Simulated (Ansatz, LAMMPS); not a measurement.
# Liquid (Na,Rb,Li)(F,Br) at 900 K (118 atoms): support functions against a reference, part 2 of 2

Aim: test how closely localised support functions follow the reference on liquid (Na,Rb,Li)(F,Br) at 900 K (118 atoms), and at what cost. A setting counts as converged where the r.m.s. difference of forces stays under 1 % of the r.m.s. force.

Ansatz 0.2.0; Kohn-Sham DFT, PBE, PAW (set soft_2), plane waves.

The cell: 18 Na, 19 Rb, 22 Li, 33 F and 26 Br. The starting topology of bonds comes from the classical model. The ion parameters were fitted for water, not for melts. The Brillouin zone is sampled at Γ only, in a cell whose shortest periodic width is 15 Å.

So far. Step 8 (Support functions medium, radius 4.55 Å): Forces differ from the reference by 0.34 meV/Å r.m.s., 0.10 % of their size, well within a tolerance of 1 %; the energy by -2.4 meV/atom. It took roughly 5.8 times the reference's time (one timing each, with unlike analyses asked), in 21 cycles against 10.

## 10. What the reference run shows (continued)

Valence density in the ac plane at fractional y = 0.262, with atoms of Na and Rb and Li and F and Br within 0.2 Å of it. It is the smooth field of the valence electrons, not physical close to the nuclei.

Ten steps, logarithmic in the rise over the least value, from '0' (0 e/Å³) to '9' (10 e/Å³), each cell a mean:
```
111100000000123321000000000001111111100000
000000000000112210000000000000001355420000
232100000000011100000000000132112699741001
665420000000012100000000003799512477631124
656531000000011100000000003899510112100135
565420000000001110000000000132100000000124
222100111114531000000000000000000000000001
000000111126851011100000000000000000000000
000000001112210011112221100011100000000000
221100012443100000012332100001000000000112
544210124564200000011221000000000000001244
345310012332100000000000000000111100002354
554310000111210000111211000002455531001345
322100000245553211234432100013566642000122
000000001466665311345543200012456542000000
000000001356664211234432100000122210000000
013442100123332000112211000000000000000000
147986310000000000001100000000000011221111
136885211122100000011210000000000012222453
012321112344210000134431000000000001111121
000000012344210000246642100001110000000000
111100001121100000124421000124554100000001
222210000000000000000000000137997310000011
222110000000012210000000000125775200000011
```
Columns run along a (14.7 Å), rows up along c (14.7 Å). Atoms in or near the plane, at fractional coordinates: Na at (0.68, 0.83), Rb at (0.03, 0.81), Rb at (0.29, 0.38), Li at (0.29, 0.69), F at (0.08, 0.25), F at (0.83, 0.88), F at (0.73, 0.05), Br at (0.00, 0.51).

Mean Löwdin charges: Br -0.63, F -0.77, Li +0.75, Na +0.74, Rb +0.80 e (they miss 0.45 % of the electrons, so they add up to more than the cell's charge).

## 11. Distances and neighbours

These statistics describe the geometry on which the runs were made.

Density 2.56 g/cm³, 26.94 Å³ an atom.

g(r), total and by pair (bins of 0.2 Å):

| r (Å) | total | F-F | F-Br | F-Li | F-Rb | F-Na | Br-Br |
| --- | --- | --- | --- | --- | --- | --- | --- |
| 1.80 | 0.21 | 0.00 | 0.00 | 2.04 | 0.00 | 0.00 | 0.00 |
| 2.00 | 1.38 | 0.00 | 0.00 | 13.30 | 0.00 | 0.00 | 0.00 |
| 2.20 | 1.03 | 0.00 | 0.00 | 7.46 | 0.00 | 2.92 | 0.00 |
| 2.40 | 0.84 | 0.00 | 0.00 | 1.83 | 0.00 | 6.56 | 0.00 |
| 2.60 | 0.69 | 0.00 | 0.00 | 0.27 | 1.76 | 2.84 | 0.00 |
| 2.80 | 1.11 | 0.56 | 0.00 | 0.23 | 3.62 | 1.39 | 0.00 |
| 3.00 | 1.17 | 2.07 | 0.16 | 0.00 | 2.07 | 0.49 | 0.00 |
| 3.20 | 0.94 | 2.50 | 0.29 | 0.17 | 1.17 | 0.21 | 0.00 |
| 3.40 | 1.24 | 2.59 | 1.41 | 0.29 | 0.52 | 0.19 | 0.00 |
| 3.60 | 1.18 | 2.68 | 1.46 | 0.27 | 0.48 | 0.65 | 0.00 |
| 3.80 | 1.32 | 1.43 | 3.19 | 1.07 | 0.85 | 0.44 | 1.04 |
| 4.00 | 0.99 | 1.32 | 1.21 | 1.21 | 0.39 | 0.26 | 0.94 |
| 4.20 | 1.09 | 0.94 | 1.10 | 1.09 | 0.46 | 0.37 | 1.71 |
| 4.40 | 1.19 | 1.19 | 1.90 | 1.26 | 0.42 | 0.86 | 2.34 |
| 4.60 | 0.89 | 0.65 | 1.17 | 1.41 | 0.38 | 0.91 | 1.40 |
| 4.80 | 0.87 | 0.61 | 0.96 | 1.36 | 0.78 | 0.83 | 1.93 |
| 5.00 | 0.76 | 0.37 | 0.53 | 0.98 | 0.49 | 1.27 | 1.50 |
| 5.20 | 0.93 | 0.44 | 1.08 | 0.84 | 1.27 | 1.10 | 0.95 |
| 5.40 | 0.98 | 0.40 | 0.61 | 0.96 | 1.46 | 1.39 | 1.02 |
| 5.60 | 0.95 | 0.45 | 0.61 | 1.01 | 1.35 | 1.97 | 0.47 |
| 5.80 | 1.01 | 1.24 | 0.69 | 0.68 | 1.27 | 1.14 | 1.22 |
| 6.00 | 1.04 | 0.97 | 0.98 | 0.77 | 1.33 | 0.89 | 0.94 |
| 6.20 | 0.96 | 1.27 | 0.84 | 1.00 | 1.43 | 1.10 | 0.39 |
| 6.40 | 1.07 | 1.13 | 1.33 | 0.64 | 1.33 | 0.88 | 0.82 |
| 6.60 | 1.00 | 1.01 | 0.88 | 0.93 | 1.62 | 0.83 | 1.11 |
| 6.80 | 1.00 | 1.06 | 1.02 | 1.09 | 0.91 | 0.64 | 0.73 |
| 7.00 | 0.94 | 0.85 | 0.93 | 0.85 | 0.75 | 0.91 | 1.15 |
| 7.20 | 1.05 | 1.21 | 0.91 | 0.87 | 1.28 | 0.98 | 0.93 |

The surroundings of F67, which bears the longest force, nearest first, numbered as they follow in the input and with coordinates relative to it.

| atom | x | y | z | distance (Å) | Löwdin charge (e) | Fx | Fy | Fz (eV/Å) |
| --- | --- | --- | --- | --- | --- | --- | --- | --- |
| F67 | 0.00 | 0.00 | 0.00 | 0.00 | -0.77 | 0.21 | -1.16 | 0.29 |
| Li49 | 1.55 | -0.97 | -0.90 | 2.04 | 0.73 | -0.25 | -0.01 | 0.32 |
| Li39 | 0.20 | -0.93 | 1.86 | 2.09 | 0.76 | -0.01 | -0.26 | -0.06 |
| Rb37 | -0.39 | 2.48 | 0.34 | 2.54 | 0.75 | 0.39 | -0.12 | 0.42 |
| Rb26 | -2.71 | -0.06 | -1.09 | 2.92 | 0.79 | 0.22 | -0.15 | 0.17 |
| F87 | 1.45 | -2.63 | 0.70 | 3.08 | -0.76 | -0.53 | 0.26 | 0.07 |
| Br101 | 1.05 | 1.37 | -2.65 | 3.16 | -0.62 | 0.29 | -0.08 | -0.49 |
| Br94 | 2.12 | 0.93 | 2.50 | 3.41 | -0.61 | 0.26 | 0.09 | 0.12 |
| Li56 | -0.25 | -3.46 | -0.18 | 3.48 | 0.72 | 0.59 | 0.40 | 0.43 |
| Br93 | -2.79 | 0.87 | 2.43 | 3.80 | -0.64 | -0.04 | 0.14 | -0.32 |
| F84 | -1.99 | -3.27 | 0.36 | 3.84 | -0.76 | -0.04 | -0.88 | -0.14 |
| F78 | 3.63 | -0.96 | -1.26 | 3.96 | -0.77 | -0.70 | 0.56 | -0.22 |
| F89 | -0.56 | -1.94 | 3.58 | 4.11 | -0.77 | 0.05 | 0.32 | 0.02 |
| Na5 | 4.06 | 0.65 | 0.36 | 4.12 | 0.70 | -0.03 | -0.31 | -0.24 |

## 12. Results

```json
{
  "free energy per atom": "-1631.6637 eV/atom",
  "pressure": "-1.563 GPa",
  "r.m.s. force component": "0.3368 eV/Å",
  "gap (highest filled to lowest empty level)": "3.463 eV",
  "wall time of the 5 DFT runs": "5.9 min"
}
```

In words: Against plane waves at 420 eV, the forces differ by 0.36 meV/Å (0.11 %) with support functions medium. At 118 atoms the fastest of the runs at a preset level, support functions low, takes roughly 5.1 times the time of plane waves (whose run also made extra analyses), in 19 SCF cycles against 10. Differences between support functions and plane waves include what basis error the plane-wave run still has. The force difference hardly changes among these support-function runs, which points to the basis of the plane-wave reference as its main source.

Between filled and empty levels lie 3.46 eV (at Γ alone); a semilocal functional tends to put such gaps too low. In a disordered cell it changes from sample to sample and from frame to frame.

What to keep in mind: The force components of 0.34 eV/Å r.m.s. reflect the temperature of the frame as well as the gap between the generating potential and DFT. The pressure of -1.6 GPa is that of one thermal frame, in which the classical model's bond lengths enter as well as the volume, without the kinetic term. The pressure of a single frame lacks the kinetic term.

[Long decimals in the printed logs are rounded to 6 places.]

[Logs are printed without paths, hosts, clocks, repeated set-up lines and the standing remarks that a program may print on its own settings, such as how far it seeks lower states.]

[Hosts, paths, dates, database ids (printed as entryN), source tags and the programs' standing remarks are cut or masked in the printed files.]
